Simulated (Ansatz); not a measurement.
# WC (Qusongite, P-6m2) under uniaxial strain along c

Wanted: the shifts of the zone-centre modes of WC (Qusongite, P-6m2) with strain.

Method: DFT LDA, scalar-relativistic, plane waves, PAW; PAW set soft_1, in Ansatz 0.2.0.

## Step 1: The structure

Symmetry: P-6m2, No. 187, hexagonal system. The conventional cell has a = 2.907 Å, b = 2.907 Å, c = 2.837 Å, α = 90.00°, β = 90.00°, γ = 120.00°. Nearest to C lie 6 W at 2.20 Å. Nearest to W lie 6 C at 2.20 Å. Farther neighbours are not listed.

As a file:

```cif
data_structure
_symmetry_space_group_name_H-M 'P-6m2'
_symmetry_Int_Tables_number 187
_cell_length_a 2.9065
_cell_length_b 2.9065
_cell_length_c 2.8366
_cell_angle_alpha 90.000
_cell_angle_beta 90.000
_cell_angle_gamma 120.000
_cell_volume 20.75
loop_
_atom_site_label
_atom_site_type_symbol
_atom_site_symmetry_multiplicity
_atom_site_Wyckoff_symbol
_atom_site_fract_x
_atom_site_fract_y
_atom_site_fract_z
_atom_site_occupancy
C1 C 1 f 0.66667 0.33333 0.50000 1
W1 W 1 a 0.00000 0.00000 0.00000 1
```

## Step 2: A rough relaxation first

The start is far from rest, so a relaxation with loose tolerances brings it close first.

The input, input.yaml:

```yaml
crystal:
  lattice:
    - [2.9065, 0.0, 0.0]
    - [-1.45325, 2.5171028361, 0.0]
    - [0.0, 0.0, 2.8366]
  atoms:
    - { symbol: C, position: [0.66666667, 0.33333333, 0.5] }
    - { symbol: W, position: [0.0, 0.0, 0.0] }
kpoints:
  mp_grid: { grid: [9, 9, 8] }
hamiltonian:
  xc: lda
  pseudopotentials: { kind: paw, azcp: { folder: soft_1 }, xc_functional: pbe }
scf:
  occupations: { method: gaussian, width: 0.1 }
output:
  forces: true
  stress: true
  eigenvalues: true
relax:
  adjacent_minimum: "off"
  f_tol: 0.05
  max_steps: 80
  cell: { stress_tol: 0.5 }
```

The run is started by

```sh
> ansatz run input.yaml --threads 4 --pin off --max-ram 10240MiB --backend cpu --events-out ev --progress --plain --runs-dir out
```

Numbers of over 12 decimals in the logs are rounded to 6 here.

The program printed:

```text
The last accepted step is kept in <dir> (removed where the run ends without a failure and the disk answers)
Engine: ansatz 0.2.0, aarch64-unknown-linux-gnu
Pseudopotentials: kind: paw
Pseudopotential: C, paw, valence charge 4, recommended cutoff 420 eV (normal), soft_1/C.paw.azcp
Pseudopotential: W, paw, valence charge 14, recommended cutoff 420 eV (normal), soft_1/W.paw.azcp
Functional definition: SPW92
[...]
F+E_penalty+E_count = -10374.18099310 eV   max|allowed force component| = 2.035e-16 eV/Å   (the final SCF, on the basis selected at the relaxed cell)
  cell:  # Å, volume = 20.2668 Å³
    - [2.885386, -2.3440942720232214e-18, 0]
    - [-1.442693, 2.498818, 0]
    - [0, 0, 2.810914]
  atoms:
    - { symbol: C, position: [0.666667, 0.333333, 0.5] }
    - { symbol: W, position: [1.850371700815422e-17, -1.8503717008154228e-17, 0.0] }
[key lines of the parts left out:]
SCF converged after 7 iterations
Free energy (F): -10374.180993 eV
Fermi energy:    20.667942 eV
P = ⅓ Tr σ = -0.0437 GPa (-0.437 kbar)
```

The job ended after 2.9 s (4 threads of Arm Neoverse V2, shared host; peak memory 0.31 GiB; 9.7 s of CPU time).

Step by step:

```
step  energy less that of the first step (eV)  largest force component (eV/Å)  pressure (GPa)  volume (Å³)
   1                                   0.0000                          0.0000           -9.67        20.75
   2                                  -0.0114                          0.0000            5.68        20.00
   3                                  -0.0154                          0.0000           -0.11        20.28
   4                                  -0.0159                          0.0000           -0.22        20.28
   5                                  -0.0159                          0.0000            0.00        20.27
  6*                                  -0.0152                          0.0000           -0.04        20.27
```

Relaxation steps marked * repeat the geometry before them on a plane-wave basis chosen anew for their cell, so energy and pressure can jump there.

Forces are held to the 12 operations that the run works with; a distortion that breaks them can't arise in this run.

```csv
"conventional cell, symmetrised",before,after,change
a (Å),2.907,2.885,-0.7 %
b (Å),2.907,2.885,-0.7 %
c (Å),2.837,2.811,-0.9 %
volume (Å³/atom),10.38,10.13,-2.3 %
```

The relaxed structure:

```xyz
2
Lattice="2.8854 0.0000 0.0000 -1.4427 2.4988 0.0000 0.0000 0.0000 2.8109" Properties=species:S:1:pos:R:3 pbc="T T T"
C     1.4427    0.8329    1.4055
W     0.0000    0.0000    0.0000
```

Numbers from this step:

- pressure: -0.04369 GPa
- volume per atom: 10.13 Å³
- gap on the k-mesh: 0 eV

In this step the volume went from 10.38 to 10.13 Å³/atom.

## Step 3: Relaxation

Harmonic phonons are second derivatives at a point where the forces vanish, and they are wanted at zero stress, so atoms and cell are relaxed first.

input.yaml, the sections that differ from step 2:

```yaml
crystal:
  lattice:
    - [2.8853862758, 0.0, 0.0]
    - [-1.4426931379, 2.4988178146, 0.0]
    - [0.0, 0.0, 2.810914281]
  atoms:
    - { symbol: C, position: [0.6666666667, 0.3333333333, 0.5] }
    - { symbol: W, position: [0.0, 0.0, 0.0] }
kpoints:
  mp_grid: { grid: [18, 18, 14] }
output:
  forces: true
  stress: true
  eigenvalues: true
  write_density: true
  write_potential: true
  elf: true
  volumetric_format: npy
relax:
  adjacent_minimum: "off"
  f_tol: 0.005
  max_steps: 80
  cell: { stress_tol: 0.05 }
# hamiltonian, scf: as in step 2
```

The program printed:

```text
[...]
Crystal: 2 atoms, lattice volume = 20.267 Å³
Basis set: ecut = 420 eV, 405 PW (Γ)
Bands: 13, of which v1, the nominal top of the filled ones, is band 9 counted from 1 (8 counted from 0)
Symmetry: 12 space group operations
[...]
k-points: 296 of 4536 (time reversal used)
[...]
SCF iter   1: F=—  HF=-10375.429495 eV  |F-HF|=—  |Δ(HF+E_count)|=         —  Δρ=1.34e-1  dr2=4.85e0  ethr=3.10e-3  ⟨swp⟩=5.0  Hψ=18447  notcnv=0
[...]
SCF iter   6: F=-10374.181219 eV  HF=-10374.181219 eV  |F-HF|=2.84e-8  |Δ(HF+E_count)|=   2.90e-8  Δρ=2.25e-5  dr2=5.72e-8  ethr=5.56e-10  ⟨swp⟩=9.9  Hψ=27464  notcnv=0
SCF 1 converged in 6 iterations: F = -10374.181219 eV  dr2 = 5.72e-8
[...]
relax step   1: F+E_penalty+E_count = -10374.18121946 eV  Δ(F+E_penalty+E_count) = +0.000e0 eV  max|allowed force component| = 1.353e-16 eV/Å  Δτ_max = 0.0000 Å  P = -0.087 GPa  Ω = 20.267 Å³  (6 SCF iters, dr2 threshold 1.00e-7 eV, accepted)
Crystal: 2 atoms, lattice volume = 20.245 Å³
[...]
SCF iter   6: F=-10374.181070 eV  HF=-10374.181070 eV  |F-HF|=3.64e-12  |Δ(HF+E_count)|=    0.00e0  Δρ=3.90e-8  dr2=1.85e-13  ethr=1.00e-12  ⟨swp⟩=4.0  Hψ=15661  notcnv=0
SCF 2 converged in 6 iterations: F = -10374.181070 eV  dr2 = 1.85e-13
relax step   2: F+E_penalty+E_count = -10374.18106959 eV  Δ(F+E_penalty+E_count) = +1.499e-4 eV  max|allowed force component| = 2.128e-16 eV/Å  Δτ_max = 0.0000 Å  P = +0.212 GPa  Ω = 20.245 Å³  energy of the carried Pulay correction = +3.216e-5 eV  (6 SCF iters, dr2 threshold 2.00e-7 eV, rejected (line search))
Crystal: 2 atoms, lattice volume = 20.260 Å³
[...]
SCF iter   6: F=-10374.181277 eV  HF=-10374.181277 eV  |F-HF|=3.64e-12  |Δ(HF+E_count)|=  1.82e-12  Δρ=2.35e-8  dr2=7.99e-14  ethr=1.00e-12  ⟨swp⟩=4.0  Hψ=15287  notcnv=0
SCF 3 converged in 6 iterations: F = -10374.181277 eV  dr2 = 7.99e-14
relax step   3: F+E_penalty+E_count = -10374.18127715 eV  Δ(F+E_penalty+E_count) = -5.768e-5 eV  max|allowed force component| = 3.331e-16 eV/Å  Δτ_max = 0.0000 Å  P = -0.001 GPa  Ω = 20.260 Å³  energy of the carried Pulay correction = +9.566e-6 eV  (6 SCF iters, accepted)
[...]
SCF iter   1: F=—  HF=-10374.181274 eV  |F-HF|=—  |Δ(HF+E_count)|=         —  Δρ=3.02e-6  dr2=2.17e-10  ethr=2.69e-8  ⟨swp⟩=3.2  Hψ=29778  notcnv=0
eigensolver tolerance schedule: the retry pair's looser diagonalisation over-reported the residual by 22250.27 of it (diagonalisation noise at 0.24 of the residual, at the tolerance the schedule requests for it); recorded, not acted on — ethr = c·dr2/N_el stays at c = 1.0e-1
[...]
SCF iter   2: F=—  HF=-10374.181275 eV  |F-HF|=—  |Δ(HF+E_count)|=   6.67e-7  Δρ=1.52e-6  dr2=5.66e-11  ethr=1.21e-12  ⟨swp⟩=3.0  Hψ=8526  notcnv=0
[...]
SCF iter   7: F=-10374.181275 eV  HF=-10374.181275 eV  |F-HF|=1.82e-12  |Δ(HF+E_count)|=  1.82e-12  Δρ=5.96e-10  dr2=7.88e-17  ethr=1.00e-12  ⟨swp⟩=2.0  Hψ=11540  notcnv=0
SCF 4 converged in 7 iterations: F = -10374.181275 eV  dr2 = 7.88e-17
relax step   4: F+E_penalty+E_count = -10374.18127451 eV  Δ(F+E_penalty+E_count) = +2.636e-6 eV  max|allowed force component| = 2.776e-16 eV/Å  Δτ_max = 0.0000 Å  P = -0.001 GPa  Ω = 20.260 Å³  stress off target by 2.97e-3 GPa  SCF on the basis re-selected at this cell (its energy is not comparable with the rows above)  (7 SCF iters)
[...]
SCF converged after 7 iterations
Free energy (F): -10374.181275 eV
[...]
Internal energy: -10374.180071 eV  (E = F + TS)
E sigma→0 (E₀):  -10374.180673 eV
Entropy (-TS):   -0.001203 eV (-0.602 meV/atom)
Fermi energy:    20.689374 eV
[...]
--- Stress (GPa, compression-positive) ---
       -0.002967       0.000000       0.000000
        0.000000      -0.002967      -0.000000
        0.000000      -0.000000       0.002327
  P = ⅓ Tr σ = -0.0012 GPa (-0.012 kbar)
--- Band table (eV; the first three rows and the last of 296) ---
  k-point 0: bands = [... 5 lower, 16.2230, 17.2289, 17.2289, 20.7954, 23.9732, 23.9732, 26.4012, 26.4012]
  k-point 1: bands = [... 5 lower, 16.1737, 17.2873, 17.2873, 20.7733, 23.5142, 23.5142, 26.6781, 26.6781]
  k-point 2: bands = [... 5 lower, 15.9439, 17.4565, 17.4565, 20.8497, 22.6111, 22.6111, 26.9938, 26.9938]
  k-point 295: bands = [... 5 lower, 13.2548, 15.2170, 19.1342, 20.0204, 25.2016, 27.3605, 28.4842, 30.0390]
--- Relaxed structure (3 steps of the walk, 2 accepted, 1 SCFs on fresh bases) ---
[...]
cell:  # Å, volume = 20.2602 Å³
    - [2.883910, 0, 0]
    - [-1.441955, 2.497540, 0]
    - [0, 0, 2.812871]
  atoms:
    - { symbol: C, position: [0.666667, 0.333333, 0.500000] }
    - { symbol: W, position: [-3.700743415524895e-17, 0, 0] }
```

The job ended after 7.6 s (4 threads; peak memory 0.41 GiB; 29 s of CPU time).

Little changed from the start: no atom moved by 0.005 Å and no cell edge by 0.1 %.

This step gave:

```
pressure : -0.001203 GPa
```

Electrostatic potential energy in the ac plane at fractional y = 0.000, with atoms of W within 0.2 Å of it. With pseudopotentials it is smooth inside the atoms' cores, unlike the true potential.

Ten even steps from '_' (-26 eV) to '@' (20 eV):
```
________--**%%@@@@%%**--______
______..==##@@@@@@@@##==..____
____..--**%%@@@@@@@@%%**--..__
::::--++%%@@@@@@@@@@@@%%++--::
++**##%%@@@@@@@@@@@@@@@@%%##**
%%%%@@@@@@@@@@@@@@@@@@@@@@@@%%
@@@@@@@@@@@@@@@@@@@@@@@@@@@@@@
@@@@@@@@@@@@@@@@@@@@@@@@@@@@@@
%%%%@@@@@@@@@@@@@@@@@@@@@@@@%%
++**##%%@@@@@@@@@@@@@@@@%%##**
::::--++%%@@@@@@@@@@@@%%++--::
____..--**%%@@@@@@@@%%**--..__
______..==##@@@@@@@@##==..____
________--**%%@@@@%%**--______
________::**%%@@@@%%**::______
```
Columns run along a (2.9 Å; values clipped at the 3rd and 97th percentile), rows up along c (2.8 Å). Atoms in or near the plane, at fractional coordinates: W at (0.00, 0.00).

ELF in the ac plane at fractional y = 0.000, with atoms of W within 0.2 Å of it. It is the smooth field of the valence electrons, not physical close to the nuclei.

Ten even steps from '_' (0.01) to '@' (0.73):
```
::==%%@@##----====----##@@%%==
##%%@@%%++::--====--::++%%@@%%
@@@@%%**--::==++++==::--**%%@@
%%##++--::--++****++--::--++##
==----::--++##%%%%##++--::----
::::--==++##%%%%%%%%##++==--::
--====++##%%%%%%%%%%%%##++====
--====++##%%%%%%%%%%%%##++====
::::--==++##%%%%%%%%##++==--::
==----::--++##%%%%##++--::----
%%##++--::--++****++--::--++##
@@@@%%**--::==++++==::--**%%@@
##%%@@%%++::--====--::++%%@@%%
::==%%@@##----====----##@@%%==
__::##@@##==--====--==##@@##::
```
Columns run along a (2.9 Å), rows up along c (2.8 Å). Atoms in or near the plane, at fractional coordinates: W at (0.00, 0.00).

Valence density in the ac plane at fractional y = 0.000, with atoms of W within 0.2 Å of it. It is the smooth field of the valence electrons, not physical close to the nuclei.

Ten even steps from '_' (0.4 e/Å³) to '@' (5.8 e/Å³):
```
@@@@@@**::____________::**@@@@
@@@@##==..____________..==##@@
##**==::________________::==**
--::..____________________..::
______________________________
______________________________
______________________________
______________________________
______________________________
______________________________
--::..____________________..::
##**==::________________::==**
@@@@##==..____________..==##@@
@@@@@@**::____________::**@@@@
%%@@@@**::____________::**@@@@
```
Columns run along a (2.9 Å), rows up along c (2.8 Å). Atoms in or near the plane, at fractional coordinates: W at (0.00, 0.00).

In this step the volume went from 10.13 to 10.13 Å³/atom.

## Step 4: Tight relaxation

Phonons need small forces and stress, so the relaxation is finished with tight tolerances on 18×18×16 k points.

The input, input.yaml:

```yaml
crystal:
  lattice:
    - [2.883910336, 0.0, 0.0]
    - [-1.441955168, 2.4975396132, 0.0]
    - [0.0, 0.0, 2.8128714279]
  atoms:
    - { symbol: C, position: [0.6666666667, 0.3333333333, 0.5] }
    - { symbol: W, position: [0.0, 0.0, 0.0] }
kpoints:
  mp_grid: { grid: [18, 18, 16] }
hamiltonian:
  xc: lda
  pseudopotentials: { kind: paw, azcp: { folder: soft_1 }, xc_functional: pbe }
scf:
  occupations: { method: methfessel_paxton, width: 0.2 }
output:
  forces: true
  stress: true
  eigenvalues: true
relax:
  adjacent_minimum: "off"
  f_tol: 0.001
  max_steps: 60
  cell: { stress_tol: 0.01 }
```

The program printed:

```text
[...]
Crystal: 2 atoms, lattice volume = 20.260 Å³
Basis set: ecut = 420 eV, 405 PW (Γ)
Bands: 13, of which v1, the nominal top of the filled ones, is band 9 counted from 1 (8 counted from 0)
Symmetry: 12 space group operations
[...]
k-points: 333 of 5184 (time reversal used)
[...]
k-point 332: bands = [... 5 lower, 13.2549, 15.2171, 19.1347, 20.0201, 25.2014, 27.3605, 28.4841, 30.0392]
--- Relaxed structure (3 steps of the walk, 2 accepted, 1 SCFs on fresh bases) ---
[...]
cell:  # Å, volume = 20.2602 Å³
    - [2.883929, 0, 0]
    - [-1.441965, 2.497556, 0]
    - [0, 0, 2.812833]
  atoms:
    - { symbol: C, position: [0.666667, 0.333333, 0.5] }
    - { symbol: W, position: [-3.700743415524894e-17, 0, 0] }
[key lines of the parts left out:]
SCF converged after 3 iterations
Free energy (F): -10374.179923 eV
Fermi energy:    20.680700 eV
P = ⅓ Tr σ = 0.0001 GPa (0.001 kbar)
```

The job ended after 7.5 s (4 threads; peak memory 0.42 GiB).

Little changed from the start: no atom moved by 0.005 Å and no cell edge by 0.1 %.

Numbers from this step:

```yaml
pressure: 8.71e-5 GPa
```

The forces vanish by symmetry and the pressure is 0.000 GPa, within the tolerances set. The cell now holds 10.13 Å³/atom.

## Step 5: Modes at rest

The force constants come from the linear response of the density to a displacement.

The modes at rest are the reference of the series.

input.yaml, the sections that differ from step 4:

```yaml
crystal:
  lattice:
    - [2.8839292824, 0.0, 0.0]
    - [-1.4419646412, 2.4975560213, 0.0]
    - [0.0, 0.0, 2.8128330476]
  atoms:
    - { symbol: C, position: [0.6666666667, 0.3333333333, 0.5] }
    - { symbol: W, position: [0.0, 0.0, 0.0] }
output:
  eigenvalues: true
phonons:
  method: dfpt
# kpoints, hamiltonian, scf: as in step 4
# relax: removed
```

The program printed:

```text
zone centre: on kpoints.mp_grid the ground state, and the responses unless they are solved on pairs of k-points, stand on 819 of the mesh's 5184 k-points, reduced under 4 symmetry operations, with k and −k counted as one. Each operation leaves every solved displacement unchanged or reverses it
[...]
Crystal: 2 atoms, lattice volume = 20.260 Å³
Basis set: ecut = 420 eV, 405 PW (Γ), exchange–correlation on 40×40×40 points (8 copies of the dense FFT grid, shifted against one another)
Bands: 13, of which v1, the nominal top of the filled ones, is band 9 counted from 1 (8 counted from 0)
Symmetry: 12 space group operations
k-points: 819 of 5184 (irreducible under 4 space group operations, time reversal used)
[...]
SCF iter   1: F=—  HF=-10375.427984 eV  |F-HF|=—  |Δ(HF+E_count)|=         —  Δρ=1.34e-1  dr2=4.85e0  ethr=3.10e-3  ⟨swp⟩=5.0  Hψ=53256  notcnv=0
[...]
SCF iter   9: F=-10374.179924 eV  HF=-10374.179924 eV  |F-HF|=7.28e-12  |Δ(HF+E_count)|=    0.00e0  S|Δr|=    0.00e0  Δρ=5.68e-8  dr2=1.89e-13  ethr=1.00e-12  ⟨swp⟩=5.0  Hψ=40009  notcnv=0
SCF 1 converged in 9 iterations: F = -10374.179924 eV  dr2 = 1.89e-13
[...]
DFPT response loops at Γ: preconditioner auto → Kerker (q_TF=auto, 2.675 Å⁻¹) (partly filled bands, converged f_vac=0.000); β = 1.00, the filter's whole step (`scf.mixing.beta` (0.50) is not read by the response loops under this deck's `scf.mixing.preconditioner`; to damp them name `kerker` or `kerker_dos`, under which they read `scf.mixing.beta`, and type it under 1.00, their step now; both keys bind the ground state too); Broyden in place of MSR1
SCF converged after 9 iterations
[...]
Free energy (F): -10374.179924 eV
[...]
Internal energy: -10374.179749 eV  (E = F + TS)
E sigma→0 (E₀):  -10374.179880 eV
Entropy (-TS):   -0.000175 eV (-0.087 meV/atom)
Fermi energy:    20.680700 eV
[...]
--- Band table (eV; the first three rows and the last of 819) ---
  k-point 0: bands = [... 5 lower, 16.2229, 17.2289, 17.2289, 20.7961, 23.9731, 23.9731, 26.4016, 26.4016]
  k-point 1: bands = [... 5 lower, 16.1866, 17.2736, 17.2736, 20.7767, 23.6096, 23.6096, 26.6265, 26.6265]
  k-point 2: bands = [... 5 lower, 16.0269, 17.4045, 17.4045, 20.8066, 22.8479, 22.8479, 26.9449, 26.9449]
  k-point 818: bands = [... 5 lower, 14.1557, 14.8444, 18.7150, 19.4020, 25.8653, 26.2626, 26.9323, 30.4405]
--- Phonons (Γ-DFPT): 4 representative perturbations + reference, on 819 of 5184 k-points (Σ response iterations 12) ---
  k mesh reduced under 4 symmetry operations, with k and −k counted as one. Each operation leaves every solved displacement unchanged or reverses it
  ASR residual: 4.225e-5 → 0.000e0 eV/Å²; symmetrization residual: 9.805e-7 eV/Å²
  ASR residual per site (eV/Å²): 7.43e-6 4.22e-5
  Γ frequencies (cm⁻¹): 0.00 0.00 0.00 601.32 626.62 626.62
  non-analytic LO–TO correction: not included (Born effective charges unavailable; polar crystals: no LO–TO splitting at Γ)
```

Elapsed: 19 s, on 4 threads; peak memory 0.86 GiB; 72 s of CPU time.

In the SCF lines HF is the Harris–Foulkes energy and dr2 the Hartree energy of the density residual, in eV; the loop may stop once dr2 is under the threshold and the program's other checks hold. Hψ counts applications of the Hamiltonian.

This step gave:

```
sum-rule residual before enforcement                    : 4.22e-5 eV/Å²
point group                                             : -6m2
highest optical mode at the zone centre (no LO-TO term) : 626.6 cm⁻¹
lowest optical zone-centre mode                         : 601.3 cm⁻¹
```

Patterns of degenerate modes are one choice out of their space. The modes at Γ (shares of kinetic energy by element, %):

```csv
mode,frequency (cm⁻¹),symmetry,C %,W %
1,0.0,acoustic,6,94
2,0.0,acoustic,6,94
3,0.0,acoustic,6,94
4,601.3,A2'',94,6
5,626.6,E',94,6
6,626.6,E',94,6
```

Displacements in mode 4 (601.3 cm⁻¹), the largest set to 1:
```
C1   0.00  0.00  1.00
W2   0.00  0.00 -0.07
```

Displacements in mode 6 (626.6 cm⁻¹), the largest set to 1:
```
C1   0.00  1.00  0.00
W2   0.00 -0.07  0.00
```

Before it was imposed, the acoustic sum rule was missed by 4.2e-5 eV/Å². Small misses are needed for a sound result but don't prove that mesh and cutoff are converged. The lowest optical mode is real, 601 cm⁻¹.

(Part 1 of 2 ends here.)

[Logs are printed without paths, hosts, clocks, repeated set-up lines and the standing remarks that a program may print on its own settings, such as how far it seeks lower states.]

[Hosts, paths, dates, database ids (printed as entryN), source tags and the programs' standing remarks are cut or masked in the printed files.]
